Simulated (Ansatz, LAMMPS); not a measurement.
# Structural relaxation of amorphous 71SiO2-29Al2O3 (mol %) (100 atoms), part 4 of 4

How does amorphous 71SiO2-29Al2O3 (mol %) (100 atoms) relax, and what do bonds, charges and levels look like afterwards?

Ansatz 0.2.0; Kohn-Sham DFT, PBE, PAW (set soft_2), plane waves.

The cell: 20 Si, 16 Al and 64 O. The quench rate of 50 K/ps is many orders above laboratory rates. The starting topology of bonds comes from the classical model. Only the Γ point is sampled in the main run, in a cell whose shortest periodic width is 11 Å.

So far. Step 4 (Cell and atoms relaxed): The relaxation changed the energy by -47.6 meV/atom, and atoms moved by 0.34 Å r.m.s., 0.77 Å at most. Step 7 (K-mesh 2×2×2): Forces differ from those of the single point at the relaxed geometry by 2.7 meV/Å r.m.s.; the energy by -0.61 meV/atom and the gap by -0.014 eV. It took 4 min and 9 cycles; the reference's time can't be set against it, since the two runs asked for unlike analyses.

## 8. Functional HSE06

HSE06 mixes in a quarter of exact exchange at short range, which counters self-interaction, at a higher cost.

This step: Kohn-Sham DFT, HSE06, PAW (set soft_2), plane waves (Ansatz 0.2.0).

input.yaml reads:

```yaml
crystal:
  lattice:
    - [10.95254, 0.45666, -0.12254]
    - [0.45666, 10.97561, -0.21359]
    - [-0.12254, -0.21359, 11.02372]
  atoms:
    [... the 100 atom lines of step 6 ...]
kpoints:
  mp_grid: { grid: [1, 1, 1] }
hamiltonian:
  xc: hse06
scf:
  occupations: { method: fermi_dirac, width: 0.025 }
output:
  forces: true
  stress: true
  populations: true
  dos:
    method: { smearing: { sigma: 0.08 } }
    de: 0.05
    projected: { site_lists: { Al: [Al], O: [O], Si: [Si] } }
  eigenvalues: true
```

Command:

```
$ ansatz run input.yaml --threads 4 --pin off --max-ram 8192MiB --backend cpu --events-out ev --progress --plain --runs-dir out
```

Numbers of over 12 decimals in the logs are rounded to 6 here.

What it wrote:

```text
Warning: output.stress: scf.convergence.dr2_threshold = 1e-7 eV (the SCF's general default) is looser than the 1.6e-9 eV advised for a printed stress (1e-10 eV for each atom of the cell: 100, of which 16 are counted). What an SCF threshold leaves in a stress goes as its square root, and in the free energy as the threshold itself, and one threshold admits the most on a small cell: [...]
Warning: output.stress: scf.exx.energy_threshold = 1e-6 eV is looser than the 1.6e-7 eV advised for a stress under a hybrid functional (1e-8 eV for each atom of the cell: 100, of which 16 are counted). Every SCF of the exchange loop can meet its threshold on dr2 while the loop round them stops early: [...]
exact exchange: scf.exx.singularity resolves to wigner_seitz, which cuts the screened interaction at the faces of the exchange supercell's Wigner-Seitz cell, so that each pair interacts once, at the shortest of its separations (the periodic images that this leaves out come, [...]
[...]
Crystal: 100 atoms, lattice volume = 1322.231 Å³
Basis set: ecut = 420 eV, 25883 PW (Γ), exchange–correlation on 150×150×150 points (8 copies of the dense FFT grid, shifted against one another)
Bands: 356, of which v1, the nominal top of the filled ones, is band 256 counted from 1 (255 counted from 0)
Symmetry: 1 space group operations
[...]
k-points: 1
[...]
SCF iter   1: F=—  HF=-57746.088774 eV  |F-HF|=—  |Δ(HF+E_count)|=         —  Δρ=2.13e-3  dr2=7.54e-2  ethr=1.77e-3  ⟨swp⟩=17.0  Hψ=2089  notcnv=0
[...]
SCF iter   4: F=-57746.112303 eV  HF=-57746.112088 eV  |F-HF|=2.15e-4  |Δ(HF+E_count)|=   2.72e-3  Δρ=2.44e-4  dr2=4.89e-4  ethr=5.17e-7  ⟨swp⟩=6.0  Hψ=829  notcnv=0  defer=2
SCF 1 stopped early in 4 iterations: F = -57746.112303 eV  dr2 = 4.89e-4
[...]
Exchange kernel: α = 0.2500, screened, ω = 0.2079 Å⁻¹, Wigner–Seitz truncation, v(0) = 947.6525 eV·Å³, q-mesh 1×1×1, nearest image of the exchange supercell L = 10.96 Å, pair-density grid 54×54×54, without the augmentation charges, whose exchange is taken in its separable form (sized by the pseudopotential files, [...]
Frozen-core exchange: fock
SCF iter   1: F=—  HF=-57756.277899 eV  |F-HF|=—  |Δ(HF+E_count)|=         —  Δρ=6.73e-3  dr2=4.98e-1  ethr=9.55e-7  ⟨swp⟩=17.0  Hψ=2091  notcnv=0
[...]
SCF iter   7: F=-57756.265167 eV  HF=-57756.265167 eV  |F-HF|=2.02e-7  |Δ(HF+E_count)|=   3.14e-5  Δρ=2.18e-5  dr2=2.96e-5  ethr=6.77e-10  ⟨swp⟩=8.0  Hψ=1664  notcnv=0  defer=1
SCF 2 stopped early in 7 iterations: F = -57756.265167 eV  dr2 = 2.96e-5
  Residual-converged pass: ⟨swp⟩=3.0  Hψ=867  notcnv=0  max |occ|·‖R‖ = 6.3e-6 eV (tolerance 6.7e-6 eV)  dr2=2.96e-5  dr2_onsite=4.03e-7  max |Δocc| = 0.0e0
[...]
hybrid outer 1: dexx = +1.882e-1 eV, tail = 1.81e-4 eV
[...]
Frozen-core exchange: fock
SCF iter   1: F=—  HF=-57756.263235 eV  |F-HF|=—  |Δ(HF+E_count)|=         —  Δρ=2.89e-5  dr2=6.11e-6  ethr=1.77e-7  ⟨swp⟩=19.0  Hψ=1170  notcnv=0
[...]
SCF iter   5: F=-57756.263237 eV  HF=-57756.263237 eV  |F-HF|=2.26e-10  |Δ(HF+E_count)|=   2.58e-9  Δρ=2.37e-7  dr2=1.19e-9  ethr=2.01e-12  ⟨swp⟩=6.0  Hψ=739  notcnv=0  defer=4
SCF 3 converged in 5 iterations: F = -57756.263237 eV  dr2 = 1.19e-9
[...]
hybrid outer 2: dexx = +1.731e-6 eV, tail = 3.01e-8 eV, Δε = 7.72e-4 eV (about 1.03e-5 eV left of the loop's levels), ΔF = 2.51e-3 eV/Å (tail 1.64e-4)
hybrid SCF converged: 2 outer / 12 inner (+4 warm-up), last move |dexx| = 1.73e-6 eV, tail = 3.01e-8 eV
Stability not checked: this state was not tested for a lower state beside it, because the functional holds exact exchange (a hybrid, or Hartree-Fock), whose exchange loop this test does not read (fock_operator; see scf.lower_state_search)
Free energy (F): -57756.263237 eV
Frozen-core exchange: fock
[...]
Internal energy: -57756.263237 eV  (E = F + TS)
E sigma→0 (E₀):  -57756.263237 eV
Fermi energy:    4.719096 eV
[...]
Σ components = -57756.263237   (vs F -57756.263237, Δ=-7.28e-12)
--- Forces (eV/Å), atoms counted from 1 ---
  atom   1  Si     0.08937964    -0.03235517     0.03867040
  atom   2  Si     0.00806328    -0.08644099    -0.01463943
  atom   3  Si    -0.07190938     0.00318970     0.04806533
  atom   4  Si    -0.05499617     0.02361238    -0.03293247
[...]
atom 100  O     -0.07795628     0.08611916    -0.23420671
  max |Σ_I F_I| component: 2.07e-4 eV/Å
--- Stress (GPa, compression-positive) ---
       -4.931262       0.147671       0.046174
        0.147673      -5.144415      -0.038674
        0.046177      -0.038676      -4.917452
  P = ⅓ Tr σ = -4.9977 GPa (-49.977 kbar)
--- Band table (eV) ---
[...]
--- Löwdin populations: 100 sites ---
  site symbol       q [e]
     0     Si      2.2054
     1     Si      2.1639
     2     Si      2.1713
[...]
99      O      6.8428
  spilling = 0.011859 (of n_electrons = 512.000000)
```

It took 5.3 min on 4 threads of Arm Neoverse V1, shared host; peak memory 3.9 GiB; 20 min of CPU time.

The program notes that the exchange threshold is loose for the stress and the SCF threshold is loose for the stress.

Geometry and reference: those of the single point at the relaxed geometry.

Forces differ from those of the single point at the relaxed geometry by 168 meV/Å r.m.s.; the pressure by -5.0 GPa and the gap by +1.7 eV. It took 5.3 min and 16 cycles; the reference's time can't be set against it, since the two runs asked for unlike analyses.

The run gave:

| Quantity | Value |
| --- | --- |
| free energy | -57756.2632 eV |
| free energy per atom | -577.5626 eV/atom |
| SCF cycles | 16 |
| pressure | -4.998 GPa |
| r.m.s. force component | 0.1683 eV/Å |
| longest force | 0.5944 eV/Å |
| Fermi energy | 4.719 eV |
| gap (highest filled to lowest empty level) | 5.399 eV |
| spilling of the projection | 0.01186 |

Length of the force by element and coordination:

| element | coordination | atoms | mean length of the force (eV/Å) | spread | least | most |
| --- | --- | --- | --- | --- | --- | --- |
| Al | all | 16 | 0.117 | 0.0527 | 0.0525 | 0.220 |
| Al | 4 | 12 | 0.117 | 0.0573 | 0.0525 | 0.220 |
| Al | 5 | 4 | 0.119 | 0.0349 | 0.0919 | 0.179 |
| O | all | 64 | 0.330 | 0.130 | 0.0698 | 0.594 |
| O | 2 | 44 | 0.372 | 0.125 | 0.0698 | 0.594 |
| O | 3 | 20 | 0.237 | 0.0868 | 0.0826 | 0.416 |
| Si | all | 20 | 0.0894 | 0.0402 | 0.0365 | 0.208 |

Löwdin charges by element and coordination (they lack the spilled electrons, 0.061 e an atom on average):

| element | coordination | atoms | mean charge (e) | spread | least | most |
| --- | --- | --- | --- | --- | --- | --- |
| Al | all | 16 | 1.44 | 0.0264 | 1.39 | 1.47 |
| Al | 4 | 12 | 1.45 | 0.0234 | 1.39 | 1.47 |
| Al | 5 | 4 | 1.42 | 0.0219 | 1.39 | 1.45 |
| O | all | 64 | -0.835 | 0.0361 | -0.936 | -0.772 |
| O | 2 | 44 | -0.835 | 0.0379 | -0.936 | -0.783 |
| O | 3 | 20 | -0.835 | 0.0318 | -0.889 | -0.772 |
| Si | all | 20 | 1.82 | 0.0144 | 1.79 | 1.85 |

Density of states as counts of states in windows of 1 eV (from the Fermi level), total and the larger projections:

| from (eV) | to (eV) | total | O p | Si p |
| --- | --- | --- | --- | --- |
| -14 | -13 | 0.1 | 0.1 | 0.0 |
| -13 | -12 | 11.3 | 7.6 | 0.4 |
| -12 | -11 | 9.3 | 6.4 | 0.5 |
| -11 | -10 | 18.2 | 13.2 | 1.4 |
| -10 | -9 | 29.0 | 22.2 | 3.3 |
| -9 | -8 | 39.0 | 30.6 | 4.2 |
| -8 | -7 | 47.2 | 38.9 | 3.2 |
| -7 | -6 | 54.4 | 47.9 | 2.0 |
| -6 | -5 | 62.7 | 58.3 | 1.3 |
| -5 | -4 | 68.0 | 64.5 | 1.0 |
| -4 | -3 | 40.8 | 39.1 | 0.3 |
| -3 | -2 | 4.0 | 3.8 | 0.0 |
| -2 | 2 | 0.0 | 0.0 | 0.0 |
| 2 | 3 | 2.0 | 0.0 | 0.0 |
| 3 | 4 | 0.0 | 0.0 | 0.0 |
| 4 | 5 | 11.2 | 1.2 | 1.4 |

Between -25 and -14 eV lie 128 more states.

The levels nearest the highest filled one (over half full), pooled over k-points and spins:

| level less the highest filled one (eV) | occupation |
| --- | --- |
| -0.592 | 2 |
| -0.563 | 2 |
| -0.514 | 2 |
| -0.441 | 2 |
| -0.160 | 2 |
| 0 | 2 |
| 5.40 | 0 |
| 6.86 | 0 |
| 6.87 | 0 |
| 7.25 | 0 |
| 7.31 | 0 |
| 7.43 | 0 |

## 9. Functional r2SCAN (500 eV)

The meta-GGA r2SCAN uses the kinetic energy density as well as the density and its gradient. Besides, the cutoff goes from 420 to 500 eV.

This step: Kohn-Sham DFT, r2SCAN, PAW (set soft_2), plane waves (Ansatz 0.2.0).

input.yaml, as its differences from that of step 8:

```diff
@@ -10,3 +10,3 @@
 hamiltonian:
-  xc: hse06
+  xc: r2scan
 scf:
```

What it wrote:

```text
[...]
Crystal: 100 atoms, lattice volume = 1322.231 Å³
Basis set: ecut = 500 eV, 33501 PW (Γ), exchange–correlation on 320×324×324 points (64 copies of the dense FFT grid, shifted against one another)
Bands: 356, of which v1, the nominal top of the filled ones, is band 256 counted from 1 (255 counted from 0)
Symmetry: 1 space group operations
[...]
k-points: 1
[...]
SCF iter   1: F=—  HF=-57944.570555 eV  |F-HF|=—  |Δ(HF+E_count)|=         —  Δρ=7.51e-3  dr2=8.26e-1  dr2_τ=7.28e0  ethr=1.77e-3  ⟨swp⟩=6.0  Hψ=1607  notcnv=0  defer=46
[...]
SCF iter   8: F=—  HF=-57947.388693 eV  |F-HF|=—  |Δ(HF+E_count)|=   2.87e-6  Δρ=9.04e-6  dr2=1.14e-6  dr2_τ=7.25e-8  ethr=7.19e-10  ⟨swp⟩=2.0  Hψ=518  notcnv=0  defer=94
SCF iter   9: F=-57947.388694 eV  HF=-57947.388693 eV  |F-HF|=6.26e-8  |Δ(HF+E_count)|=   1.16e-7  Δρ=1.98e-6  dr2=7.05e-8  dr2_τ=3.38e-9  ethr=1.95e-11  ⟨swp⟩=14.0  Hψ=2415  notcnv=0
SCF 1 converged in 9 iterations: F = -57947.388694 eV  dr2 = 7.05e-8
[...]
SCF converged after 9 iterations
Free energy (F): -57947.388694 eV
[...]
Internal energy: -57947.388694 eV  (E = F + TS)
E sigma→0 (E₀):  -57947.388694 eV
Fermi energy:    5.014708 eV
[...]
Σ components = -57947.388694   (vs F -57947.388694, Δ=0.00e0)
--- Forces (eV/Å), atoms counted from 1 ---
  atom   1  Si     0.03883145    -0.04318235     0.01200474
  atom   2  Si     0.00167662    -0.05835753    -0.05214429
  atom   3  Si    -0.10000945     0.00301651     0.02832902
  atom   4  Si    -0.06244726     0.03764736    -0.08449101
[...]
atom 100  O     -0.04350034     0.07739973    -0.20616869
  max |Σ_I F_I| component: 1.29e-4 eV/Å
--- Stress (GPa, compression-positive) ---
       -4.856681       0.103903       0.048083
        0.103917      -4.989098      -0.080920
        0.048083      -0.080931      -4.774710
  P = ⅓ Tr σ = -4.8735 GPa (-48.735 kbar)
--- Band table (eV) ---
[...]
--- Löwdin populations: 100 sites ---
  site symbol       q [e]
     0     Si      2.2008
     1     Si      2.1595
     2     Si      2.1672
[...]
99      O      6.8476
  spilling = 0.011681 (of n_electrons = 512.000000)
```

It took 51 s on 4 threads; peak memory 3.3 GiB; 3.3 min of CPU time.

Geometry and reference: those of the single point at the relaxed geometry.

Forces differ from those of the single point at the relaxed geometry by 137 meV/Å r.m.s.; the pressure by -4.9 GPa and the gap by +0.60 eV. It took 51 s and 9 cycles; the reference's time can't be set against it, since the two runs asked for unlike analyses.

## 10. Functional PBEsol

PBEsol restores the gradient expansion of exchange for slowly varying densities and usually gives shorter bonds in solids than PBE.

This step: Kohn-Sham DFT, PBEsol, PAW (set soft_2), plane waves (Ansatz 0.2.0).

input.yaml, as its differences from that of step 9:

```diff
@@ -10,3 +10,3 @@
 hamiltonian:
-  xc: r2scan
+  xc: pbesol
 scf:
```

What it wrote:

```text
[...]
Crystal: 100 atoms, lattice volume = 1322.231 Å³
Basis set: ecut = 420 eV, 25883 PW (Γ), exchange–correlation on 150×150×150 points (8 copies of the dense FFT grid, shifted against one another)
Bands: 356, of which v1, the nominal top of the filled ones, is band 256 counted from 1 (255 counted from 0)
Symmetry: 1 space group operations
[...]
k-points: 1
[...]
SCF iter   1: F=—  HF=-56831.384503 eV  |F-HF|=—  |Δ(HF+E_count)|=         —  Δρ=1.18e-2  dr2=1.45e0  ethr=1.77e-3  ⟨swp⟩=6.0  Hψ=1692  notcnv=0  defer=45
[...]
SCF iter   9: F=—  HF=-56830.970142 eV  |F-HF|=—  |Δ(HF+E_count)|=   7.64e-7  Δρ=3.55e-6  dr2=1.37e-7  ethr=1.95e-11  ⟨swp⟩=15.0  Hψ=2124  notcnv=0
SCF iter  10: F=-56830.970142 eV  HF=-56830.970142 eV  |F-HF|=1.60e-8  |Δ(HF+E_count)|=   2.61e-8  Δρ=9.44e-7  dr2=1.46e-8  ethr=1.95e-11  ⟨swp⟩=4.0  Hψ=1060  notcnv=0
SCF 1 converged in 10 iterations: F = -56830.970142 eV  dr2 = 1.46e-8
[...]
SCF converged after 10 iterations
Free energy (F): -56830.970142 eV
[...]
Internal energy: -56830.970142 eV  (E = F + TS)
E sigma→0 (E₀):  -56830.970142 eV
Fermi energy:    4.959110 eV
[...]
Σ components = -56830.970142   (vs F -56830.970142, Δ=0.00e0)
--- Forces (eV/Å), atoms counted from 1 ---
  atom   1  Si    -0.02816145     0.01085439     0.03991657
  atom   2  Si     0.05001077    -0.03628217    -0.03611901
  atom   3  Si     0.05638921     0.01585468    -0.00516556
  atom   4  Si     0.01270751    -0.00909437     0.02346054
[...]
atom 100  O     -0.05648968     0.04491979    -0.00596013
  max |Σ_I F_I| component: 5.45e-5 eV/Å
--- Stress (GPa, compression-positive) ---
       -2.768235       0.012716       0.061785
        0.012717      -2.838890      -0.052732
        0.061787      -0.052735      -2.789022
  P = ⅓ Tr σ = -2.7987 GPa (-27.987 kbar)
--- Band table (eV) ---
[...]
--- Löwdin populations: 100 sites ---
  site symbol       q [e]
     0     Si      2.2933
     1     Si      2.2521
     2     Si      2.2566
[...]
99      O      6.7985
  spilling = 0.011784 (of n_electrons = 512.000000)
```

Wall time 21 s (4 threads); peak memory 1.6 GiB.

Geometry and reference: those of the single point at the relaxed geometry.

Forces differ from those of the single point at the relaxed geometry by 46 meV/Å r.m.s.; the pressure by -2.8 GPa and the gap by -0.077 eV.

## 11. Cost against change

Differences are against the single point at the relaxed geometry (Kohn-Sham DFT, PBE, PAW (set soft_2), plane waves), whose r.m.s. force component is 0.00718 eV/Å. Energies are set beside the reference only for runs with its functional, potentials and electron count. Times are for 4 threads of Arm Neoverse V1, shared host. The reference's time includes grids, which some other runs skip.

| run | Δ force, r.m.s. (meV/Å) | Δ energy (meV/atom) | Δ pressure (GPa) | Δ gap (eV) | cycles | time | host memory (GiB) |
| --- | --- | --- | --- | --- | --- | --- | --- |
| reference | - | - | - | - | 9 | 27 s | 1.6 |
| k-mesh 2×2×2 | 2.75 | -0.610 | 0.0087 | -0.0137 | 9 | 4 min | 6.0 |
| functional HSE06 | 168 | - | -5.00 | 1.72 | 16 | 5.3 min | 3.9 |
| functional r2SCAN (500 eV) | 137 | - | -4.88 | 0.603 | 9 | 51 s | 3.3 |
| functional PBEsol | 45.8 | - | -2.80 | -0.0766 | 10 | 21 s | 1.6 |

## 12. Results

| Property | Result |
| --- | --- |
| energy change in the relaxation | -47.64 meV/atom |
| r.m.s. displacement | 0.345 Å |
| largest displacement | 0.771 Å |
| free energy per atom | -577.4610 eV/atom |
| pressure | 0.002142 GPa |
| r.m.s. force component | 0.00718 eV/Å |
| gap (highest filled to lowest empty level) | 3.681 eV |
| wall time of the 7 DFT runs | 15 min |

**Reading.** Relaxation lowers the energy by 47.6 meV/atom and moves atoms by 0.34 Å r.m.s.; the r.m.s. force component goes from 0.66 to 0.0072 eV/Å. Displacements are taken in the final cell, so they leave out its strain. By the final cutoffs 2 of 145 bonded pairs parted and 5 joined. The cell shrank by 2.1 % in volume. First to last step the energy falls by 4.764 eV, across changes of basis; the largest move, 0.77 Å, is that of O96. The O-Al bonds change most in mean length: from 1.795 Å (spread 0.108) to 1.819 Å (spread 0.100), and their number from 65 to 68. With the cutoffs above, 75 % of Al atoms have 4, 69 % of O atoms have 2 and all Si atoms have 4 bonded neighbours. 69 % of the oxygens bridge two formers (Si and Al) and 0 % are non-bridging; 31 % join three. The highest filled and lowest empty levels differ by 3.68 eV (at Γ alone); a semilocal functional tends to put such gaps too low. In a disordered cell it changes from sample to sample, and tail or defect levels can set it.

Among the changes of functional, dispersion, potentials or spin, functional HSE06 moves the forces most, by 168 meV/Å r.m.s. The gap changes by +1.72 eV with HSE06.

Caveats: The starting topology of bonds comes from the classical model; in DFT 2 of its 145 bonded pairs passed out of the cutoffs and 5 came within them.

[Logs are printed without paths, hosts, clocks, repeated set-up lines and the standing remarks that a program may print on its own settings, such as how far it seeks lower states.]

[Hosts, paths, dates, database ids (printed as entryN), source tags and the programs' standing remarks are cut or masked in the printed files.]
